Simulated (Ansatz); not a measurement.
# Decaying states in the gap of BeSnF6

Aim: relax a made-up compound, BeSnF6, and see how good a tunnel barrier it would be. It is built by putting Be for Ca in the CaSnF6 structure of space group R-3, with the volume rescaled by atomic radii. The parent structure comes from the Materials Project.

Main program and level: Ansatz 0.2.0; LDA DFT, plane waves, PAW files, in the first sound run; inputs show where later runs differ.

The structure was built from a prototype and need not be the compound's stable phase.

### Step 1. Starting point

The structure is trigonal, space group R-3 (No. 148). Conventional cell: a = 5.269 Å, b = 5.269 Å, c = 13.313 Å, α = 90.00°, β = 90.00°, γ = 120.00°. Be has 6 F at 2.05 Å nearest. Nearest to Sn lie 6 F at 1.79 Å. Nearest to F lie 1 Sn at 1.79 Å. It derives from CaSnF6. Be for Ca in the CaSnF6 structure of space group R-3. Farther neighbours and most contacts between anions are not listed.

As a file:

```cif
data_structure
_symmetry_space_group_name_H-M 'P 1'
_symmetry_Int_Tables_number 1
_cell_length_a 5.3803
_cell_length_b 5.3803
_cell_length_c 5.3803
_cell_angle_alpha 58.640
_cell_angle_beta 58.640
_cell_angle_gamma 58.640
_cell_volume 106.71
loop_
_atom_site_label
_atom_site_type_symbol
_atom_site_fract_x
_atom_site_fract_y
_atom_site_fract_z
_atom_site_occupancy
Be1 Be 0.00000 0.00000 0.00000 1
Sn2 Sn 0.50000 0.50000 0.50000 1
F3 F 0.66131 0.26767 0.80463 1
F4 F 0.80463 0.66131 0.26767 1
F5 F 0.73233 0.19537 0.33869 1
F6 F 0.19537 0.33869 0.73233 1
F7 F 0.33869 0.73233 0.19537 1
F8 F 0.26767 0.80463 0.66131 1
```

### Step 2. Cell and atoms at rest

The substituted atoms don't fit the parent's cell, so cell and atoms relax together. A small smearing keeps the run stable in case the gap closes on the way.

Contents of input.yaml:

```yaml
crystal:
  lattice:
    - [2.6346603563, 1.521121866, 4.4376455434]
    - [-2.6346603563, 1.521121866, 4.4376455434]
    - [0.0, -3.0422437319, 4.4376455434]
  atoms:
    - { symbol: Be, position: [0.0, 0.0, 0.0] }
    - { symbol: Sn, position: [0.5, 0.5, 0.5] }
    - { symbol: F, position: [0.66130815, 0.26766958, 0.80462878] }
    - { symbol: F, position: [0.80462878, 0.66130815, 0.26766958] }
    - { symbol: F, position: [0.73233042, 0.19537122, 0.33869185] }
    - { symbol: F, position: [0.19537122, 0.33869185, 0.73233042] }
    - { symbol: F, position: [0.33869185, 0.73233042, 0.19537122] }
    - { symbol: F, position: [0.26766958, 0.80462878, 0.66130815] }
kpoints:
  mp_grid: { grid: [6, 6, 6] }
scf:
  occupations: { method: gaussian, width: 0.03 }
hamiltonian:
  xc: lda
output:
  forces: true
  stress: true
relax:
  f_tol: 0.02
  max_steps: 60
  cell: {}
```

Started as:

```bash
$ ansatz run input.yaml --threads 2 --pin off --max-ram 4096MiB --backend cpu --events-out ev --progress --plain --runs-dir out
```

Numbers of over 12 decimals in the logs are rounded to 6 here.

Output:

```text
Engine: ansatz 0.2.0, x86_64-unknown-linux-gnu
Pseudopotentials: kind: paw
Pseudopotential: Be, paw, valence charge 2, recommended cutoff 420 eV (normal), Be.paw.azcp
Pseudopotential: Sn, paw, valence charge 14, recommended cutoff 420 eV (normal), Sn.paw.azcp
Pseudopotential: F, paw, valence charge 7, recommended cutoff 420 eV (normal), F.paw.azcp
Functional definition: SPW92
  exchange = slater_x
  correlation = pw_c
Crystal: 8 atoms, lattice volume = 106.707 Å³
Basis set: ecut = 420 eV, 2103 PW (Γ)
Bands: 37, of which v1, the nominal top of the filled ones, is band 29 counted from 1 (28 counted from 0)
Symmetry: 6 space group operations
Space group: R-3 (ITA 148), of the structure as read, at distance tolerance 4.7e-5 Å
k-points: 40 of 216
Non-local potential: Be, projectors of the file, l = 0: 2, l = 1: 2, l = 2: 1
Non-local potential: Sn, projectors of the file, l = 0: 2, l = 1: 2, l = 2: 2, l = 3: 2
Non-local potential: F, projectors of the file, l = 0: 2, l = 1: 2, l = 2: 1
PAW form: soft (Blöchl's): semilocal exchange-correlation on the pseudo side does not see the compensation charge
PAW frozen core: Be, regenerated for the run's functional, and the local potential with it (the file was generated under x = pbe(κ = 0.804, μ = 0.219515), c = pbe(β = 0.066725))
PAW frozen core: Sn, regenerated for the run's functional, and the local potential with it (the file was generated under x = pbe(κ = 0.804, μ = 0.219515), c = pbe(β = 0.066725))
PAW frozen core: F, regenerated for the run's functional, and the local potential with it (the file was generated under x = pbe(κ = 0.804, μ = 0.219515), c = pbe(β = 0.066725))
PAW one-centre angular grid: Be, 110 points (default); XC on 64 Gauss nodes
PAW one-centre angular grid: Sn, 590 points (default); XC on 64 Gauss nodes
PAW one-centre angular grid: F, 110 points (default); XC on 64 Gauss nodes
Initial density: superposition of atomic densities (neutral atoms: chi_scale 0, normalization atom), corrected by the library's trained network
Initial wavefunctions: pseudopotential atomic-orbital guess
Functional: x = slater, c = lda
SCF iter   1: F=—  HF=-10730.387446 eV  |F-HF|=—  |Δ(HF+E_count)|=         —  Δρ=1.61e-2  dr2=1.88e-1  ethr=1.77e-3  ⟨swp⟩=6.7  Hψ=7221  notcnv=0  defer=4
preconditioner: auto → Resta (q_TF=auto, 2.465 Å⁻¹)  ε∞=3.0  [insulator: Δε(μ)=5.707 eV  Ē_g=19.394 eV  σ=0.030 eV  W_gap=1.00  n_scr=26 (ndim 8)  ℏωp=27.4 eV  f_vac=0.223  D(μ)=0.00/eV (n_scr^D=0)  ε∞_Penn≈3.0]
SCF iter   2: F=—  HF=-10730.323445 eV  |F-HF|=—  |Δ(HF+E_count)|=   6.40e-2  Δρ=3.70e-3  dr2=6.17e-3  ethr=3.24e-4  ⟨swp⟩=2.0  Hψ=2715  notcnv=0  defer=63
SCF iter   3: F=—  HF=-10730.321338 eV  |F-HF|=—  |Δ(HF+E_count)|=   2.11e-3  Δρ=1.56e-3  dr2=1.48e-3  ethr=1.06e-5  ⟨swp⟩=2.0  Hψ=2236  notcnv=0  defer=63
SCF iter   4: F=—  HF=-10730.320897 eV  |F-HF|=—  |Δ(HF+E_count)|=   4.41e-4  Δρ=2.36e-4  dr2=3.73e-5  ethr=2.55e-6  ⟨swp⟩=3.0  Hψ=2765  notcnv=0  defer=63
SCF iter   5: F=—  HF=-10730.320903 eV  |F-HF|=—  |Δ(HF+E_count)|=   6.37e-6  Δρ=4.59e-5  dr2=3.06e-6  ethr=6.43e-8  ⟨swp⟩=1.0  Hψ=1417  notcnv=0  defer=63
SCF iter   6: F=—  HF=-10730.320905 eV  |F-HF|=—  |Δ(HF+E_count)|=   1.80e-6  Δρ=1.70e-5  dr2=2.44e-7  ethr=5.27e-9  ⟨swp⟩=2.0  Hψ=1995  notcnv=0  defer=63
SCF iter   7: F=-10730.320905 eV  HF=-10730.320905 eV  |F-HF|=1.49e-8  |Δ(HF+E_count)|=   9.12e-8  Δρ=3.27e-6  dr2=1.16e-8  ethr=1.72e-10  ⟨swp⟩=4.9  Hψ=4975  notcnv=0
SCF 1 converged in 7 iterations: F = -10730.320905 eV  dr2 = 1.16e-8
  greatest PAW one-centre occupation: 1.001 electrons in one spin orbital (limit 2), on the Sn atom at site 1 (counted from 0), in its partial waves of l = 2
relax step   1: F+E_penalty+E_count = -10730.32090524 eV  Δ(F+E_penalty+E_count) = +0.000e0 eV  max|allowed force component| = 5.697e0 eV/Å  Δτ_max = 0.0000 Å  P = +18.249 GPa  Ω = 106.707 Å³  (7 SCF iters, dr2 threshold 1.00e-7 eV, accepted)
Crystal: 8 atoms, lattice volume = 96.565 Å³
Basis set: ecut = 420 eV, 1887 PW (Γ)
Initial density: handed on by an earlier stage of this run
Initial wavefunctions: those handed on with the density
iter 1 solved again at ethr=7.22e-4 eV; its pass at ethr=3.10e-3 eV (dr2=4.19e-1 eV) is discarded
SCF iter   1: F=—  HF=-10734.603651 eV  |F-HF|=—  |Δ(HF+E_count)|=         —  Δρ=3.86e-2  dr2=4.20e-1  ethr=7.22e-4  ⟨swp⟩=1.4  Hψ=7999  notcnv=0
preconditioner: auto → Resta (q_TF=auto, 2.506 Å⁻¹)  ε∞=3.0  [insulator: Δε(μ)=5.721 eV  Ē_g=20.475 eV  σ=0.030 eV  W_gap=1.00  n_scr=26 (ndim 8)  ℏωp=28.8 eV  f_vac=0.165  D(μ)=0.00/eV (n_scr^D=0)  ε∞_Penn≈3.0]
SCF iter   2: F=—  HF=-10734.504112 eV  |F-HF|=—  |Δ(HF+E_count)|=   9.95e-2  Δρ=1.90e-2  dr2=9.55e-2  ethr=7.22e-4  ⟨swp⟩=2.6  Hψ=2000  notcnv=0
SCF iter   3: F=—  HF=-10734.481034 eV  |F-HF|=—  |Δ(HF+E_count)|=   2.31e-2  Δρ=2.41e-3  dr2=3.06e-3  ethr=1.65e-4  ⟨swp⟩=3.4  Hψ=2832  notcnv=0  defer=5
SCF iter   4: F=—  HF=-10734.480275 eV  |F-HF|=—  |Δ(HF+E_count)|=   7.59e-4  Δρ=7.25e-4  dr2=3.91e-4  ethr=5.27e-6  ⟨swp⟩=2.0  Hψ=2548  notcnv=0  defer=23
SCF iter   5: F=—  HF=-10734.480195 eV  |F-HF|=—  |Δ(HF+E_count)|=   7.98e-5  Δρ=1.46e-4  dr2=3.07e-5  ethr=6.75e-7  ⟨swp⟩=3.0  Hψ=2891  notcnv=0  defer=23
SCF iter   6: F=—  HF=-10734.480192 eV  |F-HF|=—  |Δ(HF+E_count)|=   2.64e-6  Δρ=5.33e-5  dr2=3.43e-6  ethr=5.30e-8  ⟨swp⟩=2.4  Hψ=2217  notcnv=0  defer=23
SCF iter   7: F=-10734.480194 eV  HF=-10734.480194 eV  |F-HF|=1.18e-7  |Δ(HF+E_count)|=   1.89e-6  Δρ=8.96e-6  dr2=1.06e-7  ethr=1.38e-9  ⟨swp⟩=4.5  Hψ=4931  notcnv=0
SCF 2 converged in 7 iterations: F = -10734.480194 eV  dr2 = 1.06e-7
  greatest PAW one-centre occupation: 1.000 electrons in one spin orbital (limit 2), on the Sn atom at site 1 (counted from 0), in its partial waves of l = 2
relax step   2: F+E_penalty+E_count = -10734.48019433 eV  Δ(F+E_penalty+E_count) = -4.159e0 eV  max|allowed force component| = 1.691e0 eV/Å  Δτ_max = 0.1770 Å  P = +2.972 GPa  Ω = 96.565 Å³  energy of the carried Pulay correction = +7.442e-2 eV  (7 SCF iters, dr2 threshold 8.00e-7 eV, accepted)
Crystal: 8 atoms, lattice volume = 89.241 Å³
Basis set: ecut = 420 eV, 1759 PW (Γ)
iter 1 solved again at ethr=2.55e-4 eV; its pass at ethr=3.10e-3 eV (dr2=1.48e-1 eV) is discarded
SCF iter   1: F=—  HF=-10734.909656 eV  |F-HF|=—  |Δ(HF+E_count)|=         —  Δρ=2.45e-2  dr2=1.46e-1  ethr=2.55e-4  ⟨swp⟩=2.1  Hψ=7600  notcnv=0
preconditioner: auto → Resta (q_TF=auto, 2.539 Å⁻¹)  ε∞=3.0  [insulator: Δε(μ)=5.282 eV  Ē_g=21.211 eV  σ=0.030 eV  W_gap=1.00  n_scr=26 (ndim 8)  ℏωp=29.9 eV  f_vac=0.146  D(μ)=0.00/eV (n_scr^D=0)  ε∞_Penn≈3.0]
[...]
relax step   8: F+E_penalty+E_count = -10735.09674589 eV  Δ(F+E_penalty+E_count) = -3.421e-2 eV  max|allowed force component| = 2.341e-2 eV/Å  Δτ_max = 0.0399 Å  P = +0.268 GPa  Ω = 85.548 Å³  energy of the carried Pulay correction = +1.642e-1 eV  (6 SCF iters, dr2 threshold 8.00e-7 eV, accepted)
relax step   9: F+E_penalty+E_count = -10735.09599504 eV  Δ(F+E_penalty+E_count) = +7.508e-4 eV  max|allowed force component| = 5.975e-3 eV/Å  Δτ_max = 0.0039 Å  P = -0.026 GPa  Ω = 85.673 Å³  energy of the carried Pulay correction = +1.631e-1 eV  (4 SCF iters, dr2 threshold 2.77e-7 eV, accepted)
relax step  10: F+E_penalty+E_count = -10735.09536032 eV  Δ(F+E_penalty+E_count) = +6.347e-4 eV  max|allowed force component| = 3.078e-4 eV/Å  Δτ_max = 0.0031 Å  P = +0.004 GPa  Ω = 85.754 Å³  energy of the carried Pulay correction = +1.624e-1 eV  (5 SCF iters, dr2 threshold 1.01e-8 eV, accepted)
relax step  11: F+E_penalty+E_count = -10735.04485224 eV  Δ(F+E_penalty+E_count) = +5.051e-2 eV  max|allowed force component| = 2.004e-3 eV/Å  Δτ_max = 0.0000 Å  P = -1.321 GPa  Ω = 85.754 Å³  stress off target by 1.35e0 GPa  SCF on the basis re-selected at this cell (its energy is not comparable with the rows above)  (6 SCF iters)
relax step  12: F+E_penalty+E_count = -10735.07756022 eV  Δ(F+E_penalty+E_count) = -3.271e-2 eV  max|allowed force component| = 3.838e-2 eV/Å  Δτ_max = 0.0794 Å  P = +0.415 GPa  Ω = 82.079 Å³  energy of the carried Pulay correction = +2.763e-2 eV  (6 SCF iters, dr2 threshold 8.00e-7 eV, accepted)
relax step  13: F+E_penalty+E_count = -10735.07492543 eV  Δ(F+E_penalty+E_count) = +2.635e-3 eV  max|allowed force component| = 2.824e-3 eV/Å  Δτ_max = 0.0245 Å  P = +0.139 GPa  Ω = 83.051 Å³  energy of the carried Pulay correction = +2.053e-2 eV  (5 SCF iters, dr2 threshold 5.52e-7 eV, accepted)
relax step  14: F+E_penalty+E_count = -10735.07278583 eV  Δ(F+E_penalty+E_count) = +2.140e-3 eV  max|allowed force component| = 6.285e-4 eV/Å  Δτ_max = 0.0080 Å  P = +0.031 GPa  Ω = 83.384 Å³  energy of the carried Pulay correction = +1.806e-2 eV  (5 SCF iters, dr2 threshold 9.43e-8 eV, accepted)
relax step  15: F+E_penalty+E_count = -10735.05734183 eV  Δ(F+E_penalty+E_count) = +1.544e-2 eV  max|allowed force component| = 1.350e-3 eV/Å  Δτ_max = 0.0000 Å  P = -0.221 GPa  Ω = 83.384 Å³  stress off target by 2.75e-1 GPa  SCF on the basis re-selected at this cell (its energy is not comparable with the rows above)  (5 SCF iters)
relax step  16: F+E_penalty+E_count = -10735.06105575 eV  Δ(F+E_penalty+E_count) = -3.714e-3 eV  max|allowed force component| = 6.412e-2 eV/Å  Δτ_max = 0.0059 Å  P = +0.573 GPa  Ω = 82.850 Å³  energy of the carried Pulay correction = +4.202e-3 eV  (5 SCF iters, dr2 threshold 1.88e-7 eV, rejected (line search))
relax step  17: F+E_penalty+E_count = -10735.05954562 eV  Δ(F+E_penalty+E_count) = -2.204e-3 eV  max|allowed force component| = 3.754e-3 eV/Å  Δτ_max = 0.0041 Å  P = -0.045 GPa  Ω = 83.147 Å³  energy of the carried Pulay correction = +1.888e-3 eV  (7 SCF iters, accepted)
relax step  18: F+E_penalty+E_count = -10735.06125175 eV  Δ(F+E_penalty+E_count) = -1.706e-3 eV  max|allowed force component| = 1.223e-3 eV/Å  Δτ_max = 0.0050 Å  P = +0.010 GPa  Ω = 82.941 Å³  energy of the carried Pulay correction = +3.499e-3 eV  (5 SCF iters, dr2 threshold 1.01e-8 eV, accepted)
iter 1 solved again at ethr=2.38e-7 eV; its pass at ethr=3.10e-3 eV (dr2=1.38e-4 eV) is discarded
SCF iter   1: F=—  HF=-10735.057744 eV  |F-HF|=—  |Δ(HF+E_count)|=         —  Δρ=8.68e-5  dr2=8.84e-7  ethr=2.38e-7  ⟨swp⟩=3.0  Hψ=10855  notcnv=0
preconditioner: auto → Resta (q_TF=auto, 2.570 Å⁻¹)  ε∞=3.1  [insulator: Δε(μ)=5.105 eV  Ē_g=21.208 eV  σ=0.030 eV  W_gap=1.00  n_scr=20 (ndim 8)  ℏωp=31.1 eV  f_vac=0.067  D(μ)=0.00/eV (n_scr^D=0)  ε∞_Penn≈3.1]
SCF iter   2: F=—  HF=-10735.057743 eV  |F-HF|=—  |Δ(HF+E_count)|=   8.62e-7  Δρ=3.77e-5  dr2=2.08e-7  ethr=1.52e-9  ⟨swp⟩=2.0  Hψ=2600  notcnv=0
SCF iter   3: F=—  HF=-10735.057743 eV  |F-HF|=—  |Δ(HF+E_count)|=   6.28e-9  Δρ=1.37e-5  dr2=1.94e-8  ethr=3.59e-10  ⟨swp⟩=1.0  Hψ=1480  notcnv=0
SCF iter   4: F=—  HF=-10735.057743 eV  |F-HF|=—  |Δ(HF+E_count)|=   1.62e-9  Δρ=4.89e-7  dr2=1.23e-10  ethr=3.35e-11  ⟨swp⟩=2.0  Hψ=2135  notcnv=0
SCF iter   5: F=-10735.057743 eV  HF=-10735.057743 eV  |F-HF|=1.82e-12  |Δ(HF+E_count)|=  1.82e-11  Δρ=1.27e-7  dr2=1.14e-11  ethr=1.00e-12  ⟨swp⟩=4.1  Hψ=4686  notcnv=0
SCF 19 converged in 5 iterations: F = -10735.057743 eV  dr2 = 1.14e-11
relax step  19: F+E_penalty+E_count = -10735.05774318 eV  Δ(F+E_penalty+E_count) = +3.509e-3 eV  max|allowed force component| = 1.177e-3 eV/Å  Δτ_max = 0.0000 Å  P = -0.023 GPa  Ω = 82.941 Å³  stress off target by 4.81e-2 GPa  SCF on the basis re-selected at this cell (its energy is not comparable with the rows above)  (5 SCF iters)
basis re-selected at this cell: Δ(F+E_penalty+E_count) = +3.509e-3 eV, ΔP = -0.032 GPa vs the last step (what re-selecting the basis moved, of the pressure what is left beyond the Pulay correction that the steps carried, after the strain that the cell walked since its last selection, with what the two solves' SCF thresholds leave and, on support functions, any second-order correction that the steps lacked; it is no m [...]
SCF converged after 5 iterations
Free energy (F): -10735.057743 eV
Harris-Foulkes:  -10735.057743 eV  (|F-HF|=1.82e-12)
Internal energy: -10735.057743 eV  (E = F + TS)
E sigma→0 (E₀):  -10735.057743 eV
Fermi energy:    5.255357 eV
--- Per-component energies (eV) ---
  E_band       = -338.775780
  E_kinetic    = 1443.913240
  E_local      = -4312.977197  (includes V_loc(G=0)·N_el)
  E_nonlocal   = 435.266394
  E_hartree    = 1798.250728
  E_xc         = -860.985061
  E_vxc        = -719.314662  (∫ρ·V_xc dr)
  E_paw        = -5190.462917  (= ΣΔE_a)
  E_vpaw       = -782.176930  (= ΣTr[D̂ρ^β])
  E_aug_tail   = 0.011976  (compensation charges beyond the density's cutoff)
  E_ewald      = -4049.209603
  E_core_change = 1.134696  (= ΣΔE_core)
  E_smearing   = -0.000000  (= −TS)
  E_closure    = 0.000000  (closes the sum)
  Σ components = -10735.057743   (vs F -10735.057743, Δ=0.00e0)
--- Forces (eV/Å), atoms counted from 1 ---
  atom   1  Be    -0.00000000     0.00000000     0.00000000
  atom   2  Sn    -0.00000000     0.00000000     0.00000000
  atom   3  F     -0.00040554     0.00011710    -0.00117738
  atom   4  F      0.00010136    -0.00040976    -0.00117738
  atom   5  F     -0.00030418    -0.00029266     0.00117738
  atom   6  F     -0.00010136     0.00040976     0.00117738
  atom   7  F      0.00040554    -0.00011710     0.00117738
  atom   8  F      0.00030418     0.00029266    -0.00117738
  max |Σ_I F_I| component: 2.28e-18 eV/Å
--- Stress (GPa, compression-positive) ---
       -0.048082       0.000000      -0.000000
       -0.000000      -0.048082       0.000000
       -0.000000       0.000000       0.027643
  P = ⅓ Tr σ = -0.0228 GPa (-0.228 kbar)
--- Relaxed structure (16 steps of the walk, 15 accepted, 3 SCFs on fresh bases) ---
  F+E_penalty+E_count = -10735.05774318 eV   max|allowed force component| = 1.177e-3 eV/Å   (the final SCF, on the basis selected at the relaxed cell)
  cell:  # Å, volume = 82.9407 Å³
    - [2.373860, 1.370549, 4.248805]
    - [-2.373860, 1.370549, 4.248805]
    - [-1.614906473817479e-18, -2.741098, 4.248805]
  atoms:
    - { symbol: Be, position: [3.1881972910204105e-19, -3.704678424631648e-19, 4.1965396383515014e-19] }
    - { symbol: Sn, position: [0.500000, 0.500000, 0.500000] }
    - { symbol: F, position: [0.636002, 0.229114, 0.901262] }
    - { symbol: F, position: [0.901262, 0.636002, 0.229114] }
    - { symbol: F, position: [0.770886, 0.098738, 0.363998] }
    - { symbol: F, position: [0.098738, 0.363998, 0.770886] }
    - { symbol: F, position: [0.363998, 0.770886, 0.098738] }
    - { symbol: F, position: [0.229114, 0.901262, 0.636002] }
```

It took 33 s on 2 threads of INTEL XEON PLATINUM 8581C at 2.30GHz (Emerald Rapids), shared host; peak memory 0.52 GiB.

Relaxation path:

```csv
step,energy less that of the first step (eV),largest force component (eV/Å),pressure (GPa),volume (Å³)
1,0.0000,5.6967,18.25,106.71
2,-4.1593,1.6907,2.97,96.57
3,-4.5426,0.3373,6.92,89.24
4,-4.6218,0.2841,1.49,92.89
5,-4.6432,0.1518,0.30,92.83
6,-4.7053,0.1177,-2.33,90.51
7,-4.7416,0.1271,-1.95,88.27
8,-4.7758,0.0234,0.27,85.55
9,-4.7751,0.0060,-0.03,85.67
10,-4.7745,0.0003,0.00,85.75
11*,-4.7239,0.0020,-1.32,85.75
12,-4.7567,0.0384,0.42,82.08
13,-4.7540,0.0028,0.14,83.05
14,-4.7519,0.0006,0.03,83.38
15*,-4.7364,0.0014,-0.22,83.38
16,-4.7402,0.0641,0.57,82.85
17,-4.7386,0.0038,-0.05,83.15
18,-4.7403,0.0012,0.01,82.94
19*,-4.7368,0.0012,-0.02,82.94
```

Relaxation steps marked * repeat the geometry before them on a plane-wave basis chosen anew for their cell, so energy and pressure can jump there. Relaxation step 16 was tried and not accepted.

The run keeps the 6 symmetry operations that it works with, so distortions that break them were not tested.

```csv
"conventional cell, symmetrised",before,after,change
a (Å),5.269,4.748,-9.9 %
b (Å),5.269,4.748,-9.9 %
c (Å),13.313,12.746,-4.3 %
volume (Å³/atom),13.34,10.37,-22.3 %
```

The atoms that moved most (Å, as changes of fractional coordinates times the final cell):

```csv
atom,dx,dy,dz,length
F7,-0.031,0.352,-0.139,0.380
F3,0.031,-0.352,0.139,0.380
F5,0.321,-0.149,-0.139,0.380
F8,-0.321,0.149,0.139,0.380
F6,-0.289,-0.203,-0.139,0.380
F4,0.289,0.203,0.139,0.380
```

Final coordinates:

```cif
data_structure
_symmetry_space_group_name_H-M 'P 1'
_symmetry_Int_Tables_number 1
_cell_length_a 5.0563
_cell_length_b 5.0563
_cell_length_c 5.0563
_cell_angle_alpha 56.002
_cell_angle_beta 56.002
_cell_angle_gamma 56.002
_cell_volume 82.94
loop_
_atom_site_label
_atom_site_type_symbol
_atom_site_fract_x
_atom_site_fract_y
_atom_site_fract_z
_atom_site_occupancy
Be1 Be 0.00000 0.00000 0.00000 1
Sn2 Sn 0.50000 0.50000 0.50000 1
F3 F 0.63600 0.22911 0.90126 1
F4 F 0.90126 0.63600 0.22911 1
F5 F 0.77089 0.09874 0.36400 1
F6 F 0.09874 0.36400 0.77089 1
F7 F 0.36400 0.77089 0.09874 1
F8 F 0.22911 0.90126 0.63600 1
```

Numbers from this step:

```yaml
free_energy: -10735.0577 eV
fermi_energy: 5.255 eV
pressure: -0.02284 GPa
```

The largest force component on a free atom ends at 0.0012 eV/Å.

(Part 1 of 3 ends here.)

[Logs are printed without paths, hosts, clocks, repeated set-up lines and the standing remarks that a program may print on its own settings, such as how far it seeks lower states.]

[Hosts, paths, dates, database ids (printed as entryN), source tags and the programs' standing remarks are cut or masked in the printed files.]
